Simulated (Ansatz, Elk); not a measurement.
# How far do independent atoms describe Al3MoAu?

The structure of Al3MoAu used here is made up (a known structure type with other elements) and was relaxed beforehand with PBE. The aim is the Fourier transform of its all-electron density, F(hkl), set beside the sum over free spherical atoms that refinements use.

Program: Elk 11.2.3 (patched build). Level of theory: DFT, PBE, all-electron APW+lo, Dirac cores, scalar-relativistic bands, static density, no spin. Results are calculated unless marked as measured.

The structure was built from a prototype and need not be the compound's stable phase.

## (1) The starting structure

It takes space group I4mm (No. 107, tetragonal). Conventional cell: a = 3.728 Å, b = 3.728 Å, c = 12.712 Å, α = 90.00°, β = 90.00°, γ = 90.00°. Nearest to Au lie 5 Al at 2.50 to 2.65 Å. Nearest to Mo lie 8 Al at 2.64 to 2.81 Å. Nearest to Al lie 6 Al at 2.64 to 2.71 Å and 2 Au at 2.65 Å and 2 Mo at 2.81 Å. Nearest to Al lie 1 Au at 2.50 Å and 4 Mo at 2.64 Å and 4 Al at 2.71 Å. Farther neighbours are not listed.

## (2) Ground state and structure factors

An all-electron density is needed, since X-rays see the cores too. Task 0 finds the density and task 195 Fourier-transforms it; tshift is off so that phases refer to the origin typed.

Input file elk.in:

```
tasks
  0
  195

xctype
  20

spinpol
  .false.

rgkmax
  7.0

gmaxvr
  14.0

lmaxo
  7

lmaxapw
  8

swidth
  0.002

tshift
  .false.

ramdisk
  .false.

hmaxvr
  5.5

maxscl
  120

epspot
  1e-06

sppath
  './'

avec
  -3.52277412173 3.52277412173 12.01077213826
  3.52277412173 -3.52277412173 12.01077213826
  3.52277412173 3.52277412173 -12.01077213826

atoms
  3
  'Au.in'
  1
  0.6256022083 0.6256022083 0.0000000000   0.000000 0.000000 0.000000
  'Mo.in'
  1
  0.9398378814 0.9398378814 -0.0000000000   0.000000 0.000000 0.000000
  'Al.in'
  3
  0.7740545851 0.2740545851 0.5000000000   0.000000 0.000000 0.000000
  0.2740545851 0.7740545851 0.5000000000   0.000000 0.000000 0.000000
  0.4288507401 0.4288507401 -0.0000000000   0.000000 0.000000 0.000000

ngridk
  8 8 8
```

On the command line:

```sh
> OMP_NUM_THREADS=4 elk
```

Numbers of over 12 decimals in the logs are rounded to 6 here.

The program printed:

```text
┌─────────────────────────┐
│ Elk code version 11.2.3 │
└─────────────────────────┘

All units are atomic (Hartree, Bohr, etc.)

┌─────────────────────────────────────────────────┐
│ Ground-state run starting from atomic densities │
└─────────────────────────────────────────────────┘

Lattice vectors :
  -3.522774122       3.522774122       12.01077214
   3.522774122      -3.522774122       12.01077214
   3.522774122       3.522774122      -12.01077214

Reciprocal lattice vectors :
 -0.8104396413E-17  0.8917950868      0.2615645870
  0.8917950868     -0.8104396413E-17  0.2615645870
  0.8917950868      0.8917950868      0.3884407340E-17

Unit cell volume      :    596.2117269
Brillouin zone volume :   0.4160438352

Muffin-tin inner radius fraction :   0.1000000000E-01

Nuclei treated as point charges

Species : 1 (Au)
 parameters loaded from : Au.in
 name : gold
 nuclear charge    :   -79.00000000
 electronic charge :    79.00000000
 atomic mass :    359048.0562
 muffin-tin radius :    2.618713499
 number of radial points in muffin-tin :   1393
 inner part over the whole radius :   0.9884567243E-02
 number on inner part of muffin-tin    :    998
 approximate nuclear radius :   0.1033733540E-03
 number of mesh points to nuclear radius :    525
 atomic positions (lattice), magnetic fields (Cartesian) :
  1 :   0.62560221  0.62560221  0.00000000    0.00000000  0.00000000  0.00000000

Species : 2 (Mo)
 parameters loaded from : Mo.in
 name : molybdenum
 nuclear charge    :   -42.00000000
 electronic charge :    42.00000000
 atomic mass :    174887.9214
 muffin-tin radius :    2.600000000
 number of radial points in muffin-tin :   1193
 inner part over the whole radius :   0.9897744308E-02
 number on inner part of muffin-tin    :    848
 approximate nuclear radius :   0.8334154960E-04
 number of mesh points to nuclear radius :    419
 atomic positions (lattice), magnetic fields (Cartesian) :
  1 :   0.93983788  0.93983788  0.00000000    0.00000000  0.00000000  0.00000000

Species : 3 (Al)
 parameters loaded from : Al.in
 name : aluminium
 nuclear charge    :   -13.00000000
 electronic charge :    13.00000000
 atomic mass :    49184.33496
 muffin-tin radius :    2.057560606
 number of radial points in muffin-tin :    793
 inner part over the whole radius :   0.9833668832E-02
 number on inner part of muffin-tin    :    551
 approximate nuclear radius :   0.5839653600E-04
 number of mesh points to nuclear radius :    245
 atomic positions (lattice), magnetic fields (Cartesian) :
  1 :   0.77405459  0.27405459  0.50000000    0.00000000  0.00000000  0.00000000
  2 :   0.27405459  0.77405459  0.50000000    0.00000000  0.00000000  0.00000000
  3 :   0.42885074  0.42885074  0.00000000    0.00000000  0.00000000  0.00000000

Total number of atoms per unit cell :    5
Total muffin-tin volume :    258.3086168
 ratio of muffin-tin to unit cell volume :   0.4332498090

Spin treatment :
 spin-unpolarised

Number of Bravais lattice symmetries :   16
Number of crystal symmetries         :    8
Crystal has no inversion symmetry
Complex Hermitian eigensolver will be used

k-point grid :      8     8     8
k-point offset :    0.000000000       0.000000000       0.000000000
k-point set is reduced with full crystal symmetry group
Total number of k-points :      100

Muffin-tin radius times maximum |G+k| :    7.000000000
 using average radius
Maximum |G+k| for APW functions       :    3.072494547
Maximum (1/2)|G+k|²                   :    4.720111372
Maximum |G| for potential and density :    14.00000000
Constant for pseudocharge density :    9
 order of it for each species :   16  16  16
 order of it for pair densities of each species (exact exchange by exxq0 0: 17) :   13  13   7
Radial integration step length :    1

G-vector grid sizes :     60    60    60
Number of G-vectors :    27605

Maximum angular momentum used for
 APW functions            :    8
 outer part of muffin-tin :    7
 inner part of muffin-tin :    2

Total nuclear charge    :   -160.0000000
[...]
electron entropic           :    -0.92450575019356E-03
 total energy                :     -23827.684793844

Density of states at Fermi energy :    69.99310732
 (states/Hartree/unit cell)

Estimated indirect band gap :   0.2980976398E-02
 from k-point 23 to k-point 12
Estimated direct band gap   :   0.1021826361E-01
 at k-point 23

Charges :
 core                        :    88.00000000
 valence                     :    72.00000000
 interstitial                :    9.408569112
 muffin-tins (core leakage)
  species : 1 (Au)
   atom 1                    :    76.96364272     (  0.2884509661E-03)
  species : 2 (Mo)
[...]
species : 3 (Al)
[...]
total in muffin-tins        :    150.5914309
 total calculated charge     :    159.9962371
 total charge                :    160.0000000
 error                       :   0.3762872660E-02

RMS change in Kohn-Sham potential (target) :   0.5475686769     (  0.1000000000E-05)
Absolute change in total energy (target)   :   0.8382822820     (  0.1000000000E-03)

[... loops 3 to 17 left out ...]

┌──────────────────┐
│ Loop number : 18 │
└──────────────────┘

Energies :
 Fermi                       :     0.282842
 sum of occupied eigenvalues :     -14518.966019137
 electron kinetic            :      26816.121827628
 core electron kinetic       :      25649.105448445
 Coulomb                     :     -50096.696884414
 Coulomb potential           :     -40622.994185039
 nuclear-nuclear             :     -1988.3445070352
 electron-nuclear            :     -55630.875523649
 Hartree                     :      7522.5231462696
 Madelung                    :     -29785.199791895
 xc potential                :     -712.09366172497
 exchange                    :     -536.78089263642
 correlation                 :     -8.585728
 electron entropic           :    -0.84757549776426E-03
 total energy                :     -23825.942525411

Density of states at Fermi energy :    65.24741866
 (states/Hartree/unit cell)

Estimated indirect band gap :   0.3906808514E-03
 from k-point 72 to k-point 39
Estimated direct band gap   :   0.6689187653E-02
 at k-point 3

Charges :
 core                        :    88.00000000
 valence                     :    72.00000000
 interstitial                :    8.523790468
 muffin-tins (core leakage)
  species : 1 (Au)
[...]
species : 2 (Mo)
[...]
species : 3 (Al)
[...]
total in muffin-tins        :    151.4762095
 total calculated charge     :    159.9963946
 total charge                :    160.0000000
 error                       :   0.3605396190E-02

RMS change in Kohn-Sham potential (target) :   0.1826501087E-06 (  0.1000000000E-05)
Absolute change in total energy (target)   :   0.7233975339E-04 (  0.1000000000E-03)

Convergence targets achieved

┌──────────────────┐
│ Loop number : 19 │
└──────────────────┘

Energies :
 Fermi                       :     0.282842
 sum of occupied eigenvalues :     -14518.966018635
 electron kinetic            :      26816.121832935
 core electron kinetic       :      25649.105449545
 Coulomb                     :     -50096.696888647
 Coulomb potential           :     -40622.994176163
 nuclear-nuclear             :     -1988.3445070352
 electron-nuclear            :     -55630.875540881
 Hartree                     :      7522.5231592697
 Madelung                    :     -29785.199800566
 xc potential                :     -712.09367540698
 exchange                    :     -536.78089274387
 correlation                 :     -8.585728
 electron entropic           :    -0.84757587637142E-03
 total energy                :     -23825.942524447

Density of states at Fermi energy :    65.24745328
 (states/Hartree/unit cell)

Estimated indirect band gap :   0.3906871322E-03
 from k-point 72 to k-point 39
Estimated direct band gap   :   0.6689182562E-02
 at k-point 7

Charges :
 core                        :    88.00000000
 valence                     :    72.00000000
 interstitial                :    8.523790520
 muffin-tins (core leakage)
  species : 1 (Au)
[...]
species : 2 (Mo)
[...]
species : 3 (Al)
   atom 1                    :    11.03293537     (  0.1001049730E-02)
   atom 2                    :    11.03293537     (  0.1001049730E-02)
   atom 3                    :    11.10165144     (  0.1014981319E-02)
 total in muffin-tins        :    151.4762095
 total calculated charge     :    159.9963946
 total charge                :    160.0000000
 error                       :   0.3605396173E-02

┌──────────────────────────────┐
│ Self-consistent loop stopped │
└──────────────────────────────┘

Warning : core states of species 1 leak from the muffin-tin :   0.2591458032E-03

Warning : core states of species 3 leak from the muffin-tin :   0.1014981319E-02

Wrote STATE.OUT
```

Run time: 2.2 min. Hardware: 4 threads of Arm Neoverse V1, shared host; peak memory 0.25 GiB; 7.7 min of CPU time.

SFACRHO.OUT:

```text

h k l indices transformed by vhmat matrix:
   1.000000000       0.000000000       0.000000000    
   0.000000000       1.000000000       0.000000000    
   0.000000000       0.000000000       1.000000000    

      h      k      l  multipl.   |H|            Re(F)            Im(F)           |F|

      0      0      0      1   0.0000000       160.00000      0.28751253E-16   160.00000    
      1      1     -1      1  0.52312917       13.129399       32.648162       35.189254    
     -1     -1      1      1  0.52312917       13.129399      -32.648162       35.189254    
      1      0      0      4  0.92936242      -26.286776      -60.139496       65.633479    
      0     -1      0      4  0.92936242      -26.286776       60.139496       65.633479    
      2      2     -2      1   1.0462583      -54.508314      -34.811180       64.675919    
     -2     -2      2      1   1.0462583      -54.508314       34.811180       64.675919    
     -2     -1      1      4   1.1878732       61.366925       69.752600       92.904923    
      2      1     -1      4   1.1878732       61.366925      -69.752600       92.904923    
      0      0     -1      4   1.2611887       92.083131     -0.17652015E-14   92.083131    
      1      1     -2      4   1.3653795       46.083183       42.504267       62.691885    
     -1     -1      2      4   1.3653795       46.083183      -42.504267       62.691885    
      3      3     -3      1   1.5693875      -36.657788      -105.34315       111.53911    
     -3     -3      3      1   1.5693875      -36.657788       105.34315       111.53911    
      3      2     -2      4   1.5829401       39.819994       23.333269       46.152718    
     -3     -2      2      4   1.5829401       39.819994      -23.333269       46.152718    
     -2     -2      3      4   1.6386743      -77.150969       49.466335       91.647097    
      3      1     -2      4   1.6386743      -77.150969      -49.466335       91.647097
```

Elk indexes on the primitive cell of elk.in and gives |H| = 4π sin θ/λ in inverse bohr. Below, one row stands for each form hkl of the conventional cell (m members, Friedel mates merged), F is for one primitive cell and the density is static (no thermal factor). Free-atom factors are Waasmaier and Kirfel's, and R is Σm||F|−|F'||/Σm|F|.

```csv
hkl,m,sin θ/λ (Å⁻¹),"abs F, DFT",neutral atoms,diff.,abs of complex diff.
002,2,0.079,35.189,35.600,-0.411,0.412
101,8,0.140,65.633,65.727,-0.093,0.126
004,2,0.157,64.676,64.730,-0.054,0.082
103,8,0.179,92.905,93.374,-0.469,0.471
110,4,0.190,92.083,92.511,-0.428,0.428
112,8,0.205,62.692,63.011,-0.319,0.375
006,2,0.236,111.539,112.122,-0.583,0.633
105,8,0.238,46.153,46.311,-0.159,0.190
114,8,0.246,91.647,92.115,-0.468,0.470
200,4,0.268,115.724,116.366,-0.642,0.642
202,8,0.280,31.554,31.475,+0.079,0.083
211,16,0.302,53.815,54.008,-0.193,0.210
116,8,0.303,73.321,73.399,-0.079,0.098
107,8,0.306,65.472,65.673,-0.201,0.222
```

## (3) The highest occupied states alone

An energy window below the Fermi level keeps the highest occupied states, to see at which angles they scatter; shallow core shells can lie inside it and anion s states outside. No new self-consistency is needed.

elk.in: that of step 2 with these lines changed.

```diff
@@ -1,3 +1,2 @@
 tasks
-  0
   195
@@ -40,2 +39,5 @@
 
+wsfac
+  -0.158150 0.582840
+
 sppath
```

On the command line:

```sh
> OMP_NUM_THREADS=4 elk
```

The program printed:

```text
┌─────────────────────────────────┐
│ Elk code version 11.2.3 started │
└─────────────────────────────────┘

Info(readinput): the functional depends on the density's gradient
 muffin-tin radial points multiplied by    2.00000
 (not where nrmtscf is given)

┌────────────────────┐
│ Current task : 195 │
└────────────────────┘
Info(checkmt): changed muffin-tin radius of species 1 (Au) from   2.8000 to   2.6187
Info(checkmt): changed muffin-tin radius of species 3 (Al) from   2.2000 to   2.0576

Info(sfacrho): density structure factors written to SFACRHO.OUT

 Energy window :  -0.1581500000      0.5828400000

┌──────────────────┐
│ Elk code stopped │
└──────────────────┘
```

The job ended after 14 s (4 threads; peak memory 0.17 GiB).

States within 12 eV below the Fermi level hold 26.00 electrons; any levels below the window count with the cores. Their amplitudes can exceed the total, where window and core parts have opposite phase:

```csv
hkl,sin θ/λ (Å⁻¹),"abs F, window","abs F, all"
002,0.079,3.240,35.189
101,0.140,6.120,65.633
004,0.157,5.504,64.676
103,0.179,6.077,92.905
110,0.190,5.612,92.083
112,0.205,3.165,62.692
006,0.236,3.345,111.539
105,0.238,2.035,46.153
114,0.246,2.366,91.647
200,0.268,2.012,115.724
```

## (4) Another functional

The difference from free atoms is small, so it is set against the change that LDA (Perdew-Wang) makes.

elk.in: that of step 3 with these lines changed.

```diff
@@ -1,2 +1,3 @@
 tasks
+  0
   195
@@ -4,3 +5,3 @@
 xctype
-  20
+  3
 
@@ -39,5 +40,2 @@
 
-wsfac
-  -0.158150 0.582840
-
 sppath
```

On the command line:

```sh
> OMP_NUM_THREADS=4 elk
```

The program printed:

```text
┌─────────────────────────┐
│ Elk code version 11.2.3 │
└─────────────────────────┘

All units are atomic (Hartree, Bohr, etc.)

┌─────────────────────────────────────────────────┐
│ Ground-state run starting from atomic densities │
└─────────────────────────────────────────────────┘

Lattice vectors :
  -3.522774122       3.522774122       12.01077214
   3.522774122      -3.522774122       12.01077214
   3.522774122       3.522774122      -12.01077214

Reciprocal lattice vectors :
 -0.8104396413E-17  0.8917950868      0.2615645870
[...]
species : 3 (Al)
[...]
atom 2                    :    11.04789657     (  0.1060295550E-02)
   atom 3                    :    11.11628152     (  0.1074800139E-02)
 total in muffin-tins        :    151.5362382
 total calculated charge     :    159.9962009
 total charge                :    160.0000000
 error                       :   0.3799101357E-02

┌──────────────────────────────┐
│ Self-consistent loop stopped │
└──────────────────────────────┘

Warning : core states of species 1 leak from the muffin-tin :   0.2530706983E-03

Warning : core states of species 3 leak from the muffin-tin :   0.1074800139E-02

Wrote STATE.OUT
[key lines of the parts left out:]
total energy                :     -23808.554479320
```

The job ended after 85 s (4 threads; peak memory 0.18 GiB).

Against the first run R = 0.03 %; the largest change is -0.052 at 220.

## (5) Basis size

A smaller basis shows how fast F responds to it; the change is likely larger than the basis error of the first run, but doesn't show convergence.

elk.in: that of step 4 with these lines changed.

```diff
@@ -5,3 +5,3 @@
 xctype
-  3
+  20
 
@@ -11,3 +11,3 @@
 rgkmax
-  7.0
+  5.5
```

On the command line:

```sh
> OMP_NUM_THREADS=4 elk
```

The program printed:

```text
┌─────────────────────────┐
│ Elk code version 11.2.3 │
└─────────────────────────┘

All units are atomic (Hartree, Bohr, etc.)

┌─────────────────────────────────────────────────┐
│ Ground-state run starting from atomic densities │
└─────────────────────────────────────────────────┘

Lattice vectors :
  -3.522774122       3.522774122       12.01077214
   3.522774122      -3.522774122       12.01077214
   3.522774122       3.522774122      -12.01077214

Reciprocal lattice vectors :
 -0.8104396413E-17  0.8917950868      0.2615645870
[...]
species : 3 (Al)
[...]
atom 2                    :    11.02370308     (  0.1002204713E-02)
   atom 3                    :    11.09381879     (  0.1016406019E-02)
 total in muffin-tins        :    151.3574406
 total calculated charge     :    159.9969768
 total charge                :    160.0000000
 error                       :   0.3023237152E-02

┌──────────────────────────────┐
│ Self-consistent loop stopped │
└──────────────────────────────┘

Warning : core states of species 1 leak from the muffin-tin :   0.2584190367E-03

Warning : core states of species 3 leak from the muffin-tin :   0.1016406019E-02

Wrote STATE.OUT
[key lines of the parts left out:]
total energy                :     -23825.859357488
```

Run time: 93 s. Hardware: 4 threads; peak memory 0.23 GiB; 5.3 min of CPU time.

Against the first run R = 0.01 %; the largest change is +0.062 at 220.

## (6) Settings against the effect

```csv
run,R against the first run (%),"R against neutral atoms, low angle (%)",wall time
"PBE, rgkmax 7",0.00,0.44,2.2 min
LDA (Perdew-Wang),0.03,0.44,85 s
rgkmax 5.5,0.01,0.45,93 s
```

## (7) Summary of results

```
R against neutral atoms, sin θ/λ < 0.3 Å⁻¹ : 0.44 %
R against neutral atoms, 0.3 to 0.81 Å⁻¹   : 0.17 %
```

**Reading.** Independent neutral atoms miss the calculated amplitudes by R = 0.44 % below 0.3 Å⁻¹ and 0.17 % from there to 0.81 Å⁻¹; by shells, 0.26 % below 0.15 Å⁻¹ (2 forms), 0.46 % 0.15 to 0.3 (9 forms), 0.15 % 0.3 to 0.45 (23 forms), 0.18 % above 0.45 (115 forms). Bonding, aspherical density and the tables' own atoms all enter these figures, and the runs don't part them. The largest change of an amplitude is -0.64 electrons, at 200. R counts amplitudes alone; phases shift too. The window's part falls from 26.0 electrons at the origin to at most 0.37 between 0.45 and 0.81 Å⁻¹. Below 0.3 Å⁻¹ the changes that finished (LDA (Perdew-Wang) and rgkmax 5.5) move F by R = 0.02 % at most, against the 0.44 % that separates it from free atoms. The k-mesh has no finished test. These runs have no spin, though d or f shells may be open. Spin-orbit coupling is left out, which can matter for elements this heavy. Part of the difference isn't bonding: the tables are fits to free atoms and ions calculated by other methods than this functional. Thermal motion, anomalous dispersion and extinction are left out.

[Logs are printed without paths, hosts, clocks, repeated set-up lines and the standing remarks that a program may print on its own settings, such as how far it seeks lower states.]

[Hosts, paths, dates, database ids (printed as entryN), source tags and the programs' standing remarks are cut or masked in the printed files.]
